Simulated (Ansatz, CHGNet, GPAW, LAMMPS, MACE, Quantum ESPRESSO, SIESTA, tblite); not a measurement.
# Which run comes nearest? Amorphous Hg22Cd11S33 (66 atoms)

Density of this cell: 6.28 g/cm³. The cell holds 66 atoms: 22 Hg, 11 Cd and 33 S. Cell: a = 12.107 Å, b = 12.107 Å, c = 12.107 Å, α = 90.0°, β = 90.0°, γ = 90.0°. 66 atoms (22 Hg, 11 Cd, 33 S) placed at random at 6.28 g/cm³, melted at 2500 K for 10 ps at fixed volume with the Stillinger-Weber II-VI potential (Zhou et al., Phys. Rev. B 88, 085309 (2013)). Quenched from 2500 K to 300 K at 5 K/ps and fixed volume, annealed at 1000 K for 50 ps, held 5 ps.

Geometry: as built.

The reference, a calculation:

| Property | Result |
| --- | --- |
| method | Kohn-Sham DFT, PBE, SSSP efficiency 1.3.0 pseudopotentials, plane waves (Quantum ESPRESSO 7.5); sssp-pbe-1.3.0-efficiency, cutoffs 45/360 Ry, Γ point |
| r.m.s. force component | 0.4311 eV/Å |
| longest force | 1.501 eV/Å |
| pressure | -0.8817 GPa |
| time | 13 min on 4 MPI ranks of Arm Neoverse N1, shared host |
| CPU time | 51 min |

Runs, in no order:
A. SIESTA vdW-DF, PBE potentials, DZP, shift 0.01 Ry, mesh 300 Ry: Kohn-Sham DFT, vdW-DF, PseudoDojo 0.4.1 norm-conserving pseudopotentials (converted to PSML), numerical atomic orbitals (DZP), diagonalisation
B. MACE MPA-0 medium potential: machine-learned interatomic potential MACE MPA-0 medium, trained on PBE(+U) plane-wave data
C. SIESTA PBE, DZ, shift 0.01 Ry, mesh 300 Ry: Kohn-Sham DFT, PBE, PseudoDojo 0.4.1 norm-conserving pseudopotentials (converted to PSML), numerical atomic orbitals (DZ), diagonalisation
D. SIESTA PBE, SZ, shift 0.01 Ry, mesh 300 Ry: Kohn-Sham DFT, PBE, PseudoDojo 0.4.1 norm-conserving pseudopotentials (converted to PSML), numerical atomic orbitals (SZ), diagonalisation
E. GPAW revPBE, LCAO dzp, h 0.2 Å: Kohn-Sham DFT, revPBE, PAW, atomic orbitals (dzp)

Q: Order them from the smallest to the largest r.m.s. force difference.

E, B, A, C, D.

```
                                                              run  Δ force, r.m.s. (meV/Å)  share of r.m.s. force (%)  CPU time
                                E. GPAW revPBE, LCAO dzp, h 0.2 Å                     76.7                       17.8   7.9 min
                                   B. MACE MPA-0 medium potential                      118                       27.3      12 s
A. SIESTA vdW-DF, PBE potentials, DZP, shift 0.01 Ry, mesh 300 Ry                      173                       40.1    22 min
                    C. SIESTA PBE, DZ, shift 0.01 Ry, mesh 300 Ry                      260                       60.3   2.8 min
                    D. SIESTA PBE, SZ, shift 0.01 Ry, mesh 300 Ry                     1925                        447   2.2 min
```

Machine-learned potentials mimic data converged in k, so the reference's own k-point error enters their differences. The network of bonds at the start is that of the classical potential that made the cell, and needn't be the one that DFT or experiment would give. The electronic-structure runs sample only Γ, in a cell whose shortest periodic width is 12 Å, which is coarse for a cell with partly filled levels.

[Logs are printed without paths, hosts, clocks, repeated set-up lines and the standing remarks that a program may print on its own settings, such as how far it seeks lower states.]

[Hosts, paths, dates, database ids (printed as entryN), source tags and the programs' standing remarks are cut or masked in the printed files.]
